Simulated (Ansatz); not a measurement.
# GeBMo3 (Mo3GeB antiperovskite): lattice stability ahead of a resistivity run, part 2 of 2

The plan: relax GeBMo3 (Mo3GeB antiperovskite), check its phonons, and, if the lattice is stable, compute its Eliashberg function and ρ(T).

Ansatz 0.2.0; DFT PBE, scalar-relativistic, plane waves, PAW; PAW set soft_1.

So far. Step 2 (Relaxation): The largest force is now zero by symmetry and the largest stress component 0.0025 GPa, small enough for phonons. The relaxed cell has a = 4.184 Å (conventional setting).

The structure was built from a prototype and need not be the compound's stable phase.

**3. Phonons by linear response: q 2×2×2, k 4×4×4**

Couplings are defined for a stable lattice alone, so phonons come first.

Input file input.yaml:

```yaml
crystal:
  lattice:
    - [4.1842482805, 0.0, 0.0]
    - [0.0, 4.1842482805, 0.0]
    - [0.0, 0.0, 4.1842482805]
  atoms:
    - { symbol: Ge, position: [0.0, 0.0, 0.0] }
    - { symbol: Mo, position: [0.5, 0.5, 0.0] }
    - { symbol: Mo, position: [0.5, 0.0, 0.5] }
    - { symbol: Mo, position: [0.0, 0.5, 0.5] }
    - { symbol: B, position: [0.5, 0.5, 0.5] }
kpoints:
  mp_grid: { grid: [4, 4, 4] }
hamiltonian:
  xc: pbe
  pseudopotentials: { kind: paw, azcp: { folder: soft_1 } }
scf:
  occupations: { method: methfessel_paxton, width: 0.2 }
output:
  eigenvalues: true
phonons:
  method: dfpt
  qmesh: [2, 2, 2]
  temperatures: { t_max: 1000, t_step: 50 }
  qpath:
    path:
      - [[0.0, 0.0, 0.0], [0.0, 0.5, 0.0], [0.5, 0.5, 0.0], [0.0, 0.0, 0.0], [0.5, 0.5, 0.5], [0.0, 0.5, 0.0]]
      - [[0.5, 0.5, 0.5], [0.5, 0.5, 0.0]]
    npoints: 10
```

Started as:

```bash
$ ansatz run input.yaml --threads 4 --pin off --max-ram 20480MiB --backend cpu --events-out ev --progress --plain --runs-dir out
```

Numbers of over 12 decimals in the logs are rounded to 6 here.

Log:

```text
[...]
Crystal: 5 atoms, lattice volume = 73.258 Å³
Basis set: ecut = 420 eV, 1365 PW (Γ), exchange–correlation on 60×60×60 points (8 copies of the dense FFT grid, shifted against one another)
Bands: 36, of which v1, the nominal top of the filled ones, is band 30 counted from 1 (29 counted from 0)
Symmetry: 48 space group operations
k-points: 10 of 64
[...]
SCF iter   1: F=—  HF=-19324.679128 eV  |F-HF|=—  |Δ(HF+E_count)|=         —  Δρ=1.46e-1  dr2=2.57e1  ethr=3.10e-3  ⟨swp⟩=5.2  Hψ=1252  notcnv=0
[...]
SCF iter  10: F=-19317.782677 eV  HF=-19317.782677 eV  |F-HF|=0.00e0  |Δ(HF+E_count)|=  1.60e-10  S|Δr|=    0.00e0  Δρ=1.39e-7  dr2=8.24e-12  ethr=1.00e-12  ⟨swp⟩=4.9  Hψ=1810  notcnv=0
SCF 1 converged in 10 iterations: F = -19317.782677 eV  dr2 = 8.24e-12
[...]
phonons: the bands overlap, so this run is a metal and interpolates without the dipole-dipole term. If the crystal is really an insulator or semiconductor, its LO-TO splitting is missing
NSCF: frozen V_eff on 10 k-points
[...]
DFPT response loops at q = (0, 0, 0) (fractional): preconditioner auto → Kerker (q_TF=auto, 2.632 Å⁻¹) (partly filled bands, converged f_vac=0.000); β = 1.00, the filter's whole step (`scf.mixing.beta` (0.50) is not read by the response loops under this deck's `scf.mixing.preconditioner`; to damp them name `kerker` or `kerker_dos`, under which they read `scf.mixing.beta`, and type it under 1.00, their step now; both keys bind the ground state too); Broyden in place of MSR1
[...]
SCF converged after 10 iterations
Stability not checked: this state was not tested for a lower state beside it, because cold or Methfessel-Paxton smearing, or corrected tetrahedra, fill the levels in a way that the test cannot read (fill_not_monotonic; see scf.lower_state_search)
Free energy (F): -19317.782677 eV
[...]
Internal energy: -19317.789604 eV  (E = F + TS)
E sigma→0 (E₀):  -19317.784409 eV
Entropy (-TS):   0.006928 eV (1.386 meV/atom)
Fermi energy:    17.206872 eV
[...]
--- Band table (eV; the first three rows and the last of 10) ---
  k-point 0: bands = [... 26 lower, 15.7510, 17.4156, 17.4156, 17.4156, 18.3753, 18.3753, 18.9879, 18.9879, ... 2 higher]
  k-point 1: bands = [... 26 lower, 14.9959, 16.1332, 17.0107, 17.6062, 17.6062, 18.3837, 19.2561, 19.4455, ... 2 higher]
  k-point 2: bands = [... 26 lower, 15.4148, 16.3921, 16.5717, 17.3241, 17.3241, 17.8865, 18.5931, 18.9431, ... 2 higher]
  k-point 9: bands = [... 26 lower, 15.9714, 15.9714, 16.1183, 16.1183, 16.1183, 18.1280, 18.1280, 18.3645, ... 2 higher]
--- Phonons (Γ-DFPT): 4 representative perturbations + reference (Σ response iterations 13) ---
  ASR residual: 4.628e-5 → 0.000e0 eV/Å²; symmetrization residual: 2.355e-6 eV/Å²
  ASR residual per site (eV/Å²): 2.77e-5 3.64e-5 3.64e-5 3.64e-5 4.63e-5
  Γ frequencies (cm⁻¹): -63.26 -63.26 -63.26 0.00 0.00 0.00 100.72 100.72 100.72 122.24 122.24 122.24 742.14 742.14 742.14
--- Phonons (arbitrary-q DFPT): 4 irreducible q on the 2×2×2 mesh ---
  q = [0.0000, 0.0000, 0.0000] (star 1, of the zone-centre solve; hermiticity 2.00e-7, symmetrization 2.61e-13): -63.26 -63.26 -63.26 -0.00 -0.00 0.00 100.72 100.72 100.72 122.24 122.24 122.24 742.14 742.14 742.14
  q = [0.0000, 0.0000, -0.5000] (star 3, 9 solved perturbations in 216 linear systems a pass and spin channel, the states on 27 of 64 k-point pairs; hermiticity 2.20e-7, symmetrization 1.28e-12): -42.41 -42.41 -39.52 -39.52 82.31 107.53 107.53 115.12 115.12 123.13 142.73 250.74 644.12 735.89 735.89
[...]
sum rule: each row above includes the acoustic sum rule's correction from the zone centre's row sums; it moved no ω² by more than (1.08 cm⁻¹)²
  mesh force constants: q→R imaginary residual 1.55e-18; ASR residual 4.628e-5 → 0.000e0 eV/Å²; symmetrization residual 1.421e-14 eV/Å²
  interpolated dispersion: 62 rows × 15 modes
  density of states and harmonic sums: on the 16×16×16 q-mesh, interpolated from the force constants of a 2×2×2 supercell (no non-analytic term)
  largest difference from the sums on the solved wave vectors: F 3.23e-1 eV, S 4.26e-4 and C_V 1.06e-4 eV/K
  zero-point energy: 0.202640 eV/cell   skipped modes (ω ≤ 0): 338, of them read as no rigid motion or as one in doubt: 335 (1.802e0 modes/cell left out, lowest -106.74 cm⁻¹)   left out of the sums: 1.20e-1 of the cell's modes: C_V's classical limit lies that fraction below 3 k_B per atom; for a crystal, a wire or a layer, F and S can be off by more, and a phonons.interpolated_qmesh denser along its periods is the remedy for the sampling
```

Run time: 1.7 min. Hardware: 4 threads of Arm Neoverse N1, shared host; peak memory 0.6 GiB; 6.6 min of CPU time.

In the SCF lines HF is the Harris–Foulkes energy and dr2 the Hartree energy of the density residual, in eV; the loop may stop once dr2 is under the threshold and the program's other checks hold. Hψ counts applications of the Hamiltonian.

This step gave:

```yaml
share_of_imaginary_modes_in_the_plain_interpolation_between_solved_wavevectors: 0.121
highest_frequency_solved_or_plainly_interpolated: 742.1 cm⁻¹
```

Solved on the 2×2×2 mesh alone; all other wavevectors are interpolated. The phonon branches at the labelled points (cm⁻¹):

```
    point  branch 1  branch 2  branch 3  branch 4  branch 12  branch 13  branch 14  branch 15
        Γ       -63       -63       -63         0        122        742        742        742
  halfway       -46       -46       -28       -28        177        697        739        739
        X       -42       -42       -40       -40        251        644        736        736
  halfway       -56       -17        54        94        238        657        705        719
        M       -77        39        90        90        233        670        670        702
  halfway       -27       -25        38        87        171        701        701        729
        Γ       -63       -63       -63         0        122        742        742        742
  halfway        -7        -7        20        96        184        700        700        701
        R      -107      -107      -107       111        265        686        686        686
  halfway       -63       -45        23       103        233        667        699        700
        X       -42       -42       -40       -40        251        644        736        736
jump to R      -107      -107      -107       111        265        686        686        686
  halfway       -93       -57       -57       113        245        678        678        694
        M       -77        39        90        90        233        670        670        702
```

Lowest modes at the softest wavevector of the mesh. The modes at q = (0.500, 0.500, 0.500) (shares of kinetic energy by element, %) (negative means imaginary):

```
mode  frequency (cm⁻¹)  Ge %  Mo %  B %
   1            -106.7     0   100    0
   2            -106.7     0   100    0
   3            -106.7     0   100    0
   4             110.8    28    72    0
   5             110.8    28    72    0
   6             110.8    28    72    0
```

Displacements in mode 1 (-106.7 cm⁻¹), the largest set to 1, in the home cell (x, y, z of the real part, then of the imaginary part):
```
Ge1  0.00  0.00  0.00  0.00  0.00  0.00
Mo2 -1.00 -0.90  0.00  0.00  0.00  0.00
Mo3  0.36  0.00  0.90  0.02  0.00  0.00
Mo4  0.00 -0.36  1.00  0.00 -0.02  0.00
B5   0.00  0.00  0.00  0.00  0.00  0.00
```

Displacements in mode 4 (110.8 cm⁻¹), the largest set to 1, in the home cell:
```
Ge1  0.86  1.00  0.09
Mo2 -0.99 -0.85  0.00
Mo3 -0.09  0.00 -0.85
Mo4  0.00 -0.09 -0.99
B5   0.00  0.00  0.00
```

Among the solved wavevectors the lowest mode, translations apart, is -107 cm⁻¹, imaginary.

**4. Lattice stability: q 2×2×2, k 6×6×6**

An imaginary mode on so few k-points may come from the sampling, so the phonons are repeated with another k mesh.

input.yaml: that of step 3 with these lines changed.

```diff
@@ -12,3 +12,3 @@
 kpoints:
-  mp_grid: { grid: [4, 4, 4] }
+  mp_grid: { grid: [6, 6, 6] }
 hamiltonian:
```

The mesh is denser.

Log:

```text
[...]
Crystal: 5 atoms, lattice volume = 73.258 Å³
Basis set: ecut = 420 eV, 1365 PW (Γ), exchange–correlation on 60×60×60 points (8 copies of the dense FFT grid, shifted against one another)
Bands: 36, of which v1, the nominal top of the filled ones, is band 30 counted from 1 (29 counted from 0)
Symmetry: 48 space group operations
k-points: 20 of 216
[...]
SCF iter   1: F=—  HF=-19324.730496 eV  |F-HF|=—  |Δ(HF+E_count)|=         —  Δρ=1.47e-1  dr2=2.57e1  ethr=3.10e-3  ⟨swp⟩=5.1  Hψ=2599  notcnv=0
[...]
SCF iter  12: F=-19317.789028 eV  HF=-19317.789028 eV  |F-HF|=3.64e-12  |Δ(HF+E_count)|=    0.00e0  S|Δr|=    0.00e0  Δρ=2.65e-8  dr2=4.07e-13  ethr=1.00e-12  ⟨swp⟩=5.5  Hψ=2870  notcnv=0
the search or the solves at the SCF's close seem to have found levels that the self-consistency loop had missed (the run counts 1). By its estimate they hold under 1e-12 electrons; where the run keeps them, the occupations were computed again with them
SCF 1 converged in 12 iterations: F = -19317.789028 eV  dr2 = 4.07e-13
[...]
SCF converged after 12 iterations
[...]
Free energy (F): -19317.789028 eV
[...]
Internal energy: -19317.791828 eV  (E = F + TS)
E sigma→0 (E₀):  -19317.789728 eV
Entropy (-TS):   0.002800 eV (0.560 meV/atom)
Fermi energy:    17.247037 eV
[...]
--- Band table (eV; the first three rows and the last of 20) ---
  k-point 0: bands = [... 26 lower, 15.7512, 17.4161, 17.4161, 17.4161, 18.3624, 18.3624, 18.9821, 18.9821, ... 2 higher]
  k-point 1: bands = [... 26 lower, 15.3211, 16.5795, 17.2165, 17.6474, 17.6474, 18.3731, 19.2709, 19.2709, ... 2 higher]
  k-point 2: bands = [... 26 lower, 14.8610, 16.1640, 16.7992, 17.4729, 17.4729, 18.3049, 18.8248, 19.2775, ... 2 higher]
  k-point 19: bands = [... 26 lower, 15.9694, 15.9694, 16.1106, 16.1106, 16.1106, 18.1299, 18.1299, 18.3678, ... 2 higher]
[...]
ASR residual: 5.077e-6 → 0.000e0 eV/Å²; symmetrization residual: 2.466e-6 eV/Å²
  ASR residual per site (eV/Å²): 1.52e-6 5.08e-6 5.08e-6 5.08e-6 1.76e-6
[...]
--- Phonons (arbitrary-q DFPT): 4 irreducible q on the 2×2×2 mesh ---
[...]
interpolated dispersion: 62 rows × 15 modes
[...]
```

Wall time 3.6 min (4 threads); peak memory 0.81 GiB; 14 min of CPU time.

Numbers from this step:

| Item | Value |
| --- | --- |
| share of imaginary modes in the plain interpolation between solved wavevectors | 0.0983 |
| highest frequency, solved or plainly interpolated | 743.4 cm⁻¹ |

Solved on the 2×2×2 mesh alone; all other wavevectors are interpolated. Phonon branches along the path, in cm⁻¹:

```
    point  branch 1  branch 2  branch 3  branch 4  branch 12  branch 13  branch 14  branch 15
        Γ       -62       -62       -62         0        121        743        743        743
  halfway       -44       -44        22        22        176        708        739        739
        X       -48       -48        48        48        254        666        734        734
  halfway       -46        41        80        81        239        669        706        738
        M       -84        76       101       101        234        672        672        741
  halfway       -24        30        55        85        175        707        707        738
        Γ       -62       -62       -62         0        121        743        743        743
  halfway       -18       -11       -11       110        186        709        709        710
        R       -95       -95       -95       122        264        691        691        691
  halfway       -50       -39        -4       115        235        675        711        712
        X       -48       -48        48        48        254        666        734        734
jump to R       -95       -95       -95       122        264        691        691        691
  halfway       -90       -48       -48       118        245        682        682        718
        M       -84        76       101       101        234        672        672        741
```

Lowest modes at the softest wavevector of the mesh. The modes at q = (0.500, 0.500, 0.500) (shares of kinetic energy by element, %) (negative means imaginary):

```
mode  frequency (cm⁻¹)  Ge %  Mo %  B %
   1             -94.6     0   100    0
   2             -94.6     0   100    0
   3             -94.6     0   100    0
   4             121.5    95     5    0
   5             121.5    95     5    0
   6             121.5    95     5    0
```

Displacements in mode 2 (-94.6 cm⁻¹), the largest set to 1, in the home cell (x, y, z of the real part, then of the imaginary part):
```
Ge1  0.00  0.00  0.00  0.00  0.00  0.00
Mo2 -0.99 -0.55  0.00 -0.12  0.12  0.00
Mo3 -0.19  0.00  0.55  0.31  0.00 -0.12
Mo4  0.00  0.19  0.99  0.00 -0.31  0.12
B5   0.00  0.00  0.00  0.00  0.00  0.00
```

Displacements in mode 6 (121.5 cm⁻¹), the largest set to 1, in the home cell (x, y, z of the real part, then of the imaginary part):
```
Ge1  0.01  0.10  1.00  0.00 -0.03  0.00
Mo2  0.01  0.00  0.00  0.00  0.00  0.00
Mo3  0.15  0.00  0.00  0.00  0.00  0.00
Mo4  0.00  0.15  0.01  0.00  0.00  0.00
B5   0.00  0.00  0.00  0.00  0.00  0.00
```

The modes has structure finer than the step of the table below, so its rows give means over 50 cm⁻¹, whole bins alone (the curve runs from -103 to 776 cm⁻¹). Peaks (cm⁻¹: height): B 681.7: 0.0385, 731.5: 0.0470; Ge 118.3: 0.133; Mo -30.9: 0.0267, 40.9: 0.0370, 112.7: 0.0615, 234.3: 0.0227.

Phonopy on the run's constants, 13x13x13 mesh, Gaussian sigma 6.3 cm⁻¹. The modes by wavenumber; means over each step; values in 1/cm⁻¹/cell:

```
wavenumber (cm⁻¹)        B       Ge       Mo
              -50   9.4e-5   1.6e-4   0.0190
                0   1.3e-4   4.2e-4   0.0111
               50   4.0e-4  0.00184   0.0284
              100  0.00168   0.0416   0.0449
              150  0.00115   0.0159   0.0440
              200   4.7e-4   3.9e-5   0.0143
              250   1.3e-4   2.4e-5  0.00969
              300        0        0   3.3e-6
              350        0        0        0
              400        0        0        0
              450        0        0        0
              500        0        0        0
              550        0        0        0
              600        0        0        0
              650  0.00566   1.4e-6   6.3e-5
              700   0.0337   7.4e-6  0.00191
              750   0.0166        0  0.00208
```

No LO-TO term; unit eigenvectors of the mass-weighted matrix. Modes at Γ, with each element's share of the kinetic energy (negative means imaginary):

```
mode  frequency (cm⁻¹)  symmetry  Ge %  Mo %  B %
   1             -62.4       T2u     0   100    0
   2             -62.4       T2u     0   100    0
   3             -62.4       T2u     0   100    0
   4               0.0       T1u    20    78    3
   5               0.0       T1u    20    78    3
   6               0.0       T1u    20    78    3
   7              60.5       T1u     2    91    7
   8              60.5       T1u     2    91    7
   9              60.5       T1u     2    91    7
  10             120.9       T1u    79    20    1
  11             120.9       T1u    79    20    1
  12             120.9       T1u    79    20    1
  13             743.4       T1u     0    11   89
  14             743.4       T1u     0    11   89
  15             743.4       T1u     0    11   89
```

Displacements in mode 1 (-62.4 cm⁻¹), the largest set to 1:
```
Ge1  0.00  0.00  0.00
Mo2 -0.19  0.10  0.00
Mo3  0.19  0.00  1.00
Mo4  0.00 -0.10 -1.00
B5   0.00  0.00  0.00
```

Displacements in mode 11 (120.9 cm⁻¹), the largest set to 1:
```
Ge1  0.00  0.41  1.00
Mo2  0.00 -0.08 -0.35
Mo3  0.00 -0.14 -0.19
Mo4  0.00 -0.08 -0.19
B5   0.00 -0.13 -0.31
```

Among the solved wavevectors the lowest mode, translations apart, is -94.6 cm⁻¹, imaginary.

**5. What came out**

| Property | Result |
| --- | --- |
| phonon run of the rows without a label of their own | PBE, q 2×2×2, k 6×6×6 |
| softest mode on the q mesh | -94.6 cm⁻¹ at q = (0.5, 0.5, 0.5) |
| highest frequency, solved or plainly interpolated | 743 cm⁻¹ |

What this shows: The lattice is dynamically unstable at this level: a mode at q = (0.5, 0.5, 0.5) is imaginary, 94.6i cm⁻¹, so no harmonic coupling constant or resistivity is defined for this structure. These meshes are coarse, and single modes of a metal can move by tens of cm⁻¹ with the k mesh. The phonon runs are not spin-polarised. The structure was built by hand as an ordered model, and its stability against other phases was not tested.

[Logs are printed without paths, hosts, clocks, repeated set-up lines and the standing remarks that a program may print on its own settings, such as how far it seeks lower states.]

[Hosts, paths, dates, database ids (printed as entryN), source tags and the programs' standing remarks are cut or masked in the printed files.]
